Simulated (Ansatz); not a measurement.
G0W0 rungs for SiC (Moissanite).

```xyz
12
Lattice="3.0810 0.0000 0.0000 -1.5405 2.6682 0.0000 0.0000 0.0000 15.1248" Properties=species:S:1:pos:R:3 pbc="T T T"
Si    0.0000    0.0000    0.0000
Si    0.0000    0.0000    7.5624
Si    0.0000    1.7788    2.5168
Si    1.5405    0.8894   10.0792
Si    1.5405    0.8894    5.0350
Si    0.0000    1.7788   12.5974
C     0.0000    1.7788    0.6231
C     1.5405    0.8894    8.1855
C     1.5405    0.8894    3.1460
C     0.0000    1.7788   10.7084
C     0.0000    0.0000    5.6658
C     0.0000    0.0000   13.2282
```

The cell and positions come from the Crystallography Open Database and are kept as given unless a step says otherwise. PAW set soft_2, made with PBE.

Runs so far (Ansatz 0.2.0, start PBE, default PAW files, 6×6×2 mesh). Times are wall times on 1 × NVIDIA H100 80GB HBM3 (shared by 6 runs) with 3 threads of AMD EPYC 7R13 (Zen 3), shared host, good to a factor of about two.

| bands summed | cutoff (eV) | gap on the mesh (eV) | time |
| --- | --- | --- | --- |
| 117 | 48 | 2.489 | 12 s |
| 289 | 96 | 2.712 | 44 s |

Question: What should the next rung give, with 595 bands and screening to 160 eV, and where is the limit?

The error falls about as one over the bands when the cutoff rises with them. A line through the two highest rungs given predicts 2.790 eV; the run gave 2.863 eV, a miss of 0.073 eV, so the law fails here: the steps don't follow it yet. The two highest rungs put the limit near 3.006 eV, the pair below near 2.864 eV; neither can be trusted until a further rung is run.

Gaps are over the mesh's points; an edge off the mesh would be missed. Limits: not at the basis limit.

[Paths, hosts, dates, memory and timing lines, banners, echoed tables and standing remarks are left out of the program output.]

[Logs are printed without paths, hosts, clocks, repeated set-up lines and the standing remarks that a program may print on its own settings, such as how far it seeks lower states.]

[Runs of the session that timed out or met a known fault of the program may be left out.]

[Cells called generated may have been cut or substituted from an entry of the Crystallography Open Database or the Materials Project.]

[Hosts, paths, dates, database ids (printed as entryN), source tags and the programs' standing remarks are cut or masked in the printed files.]
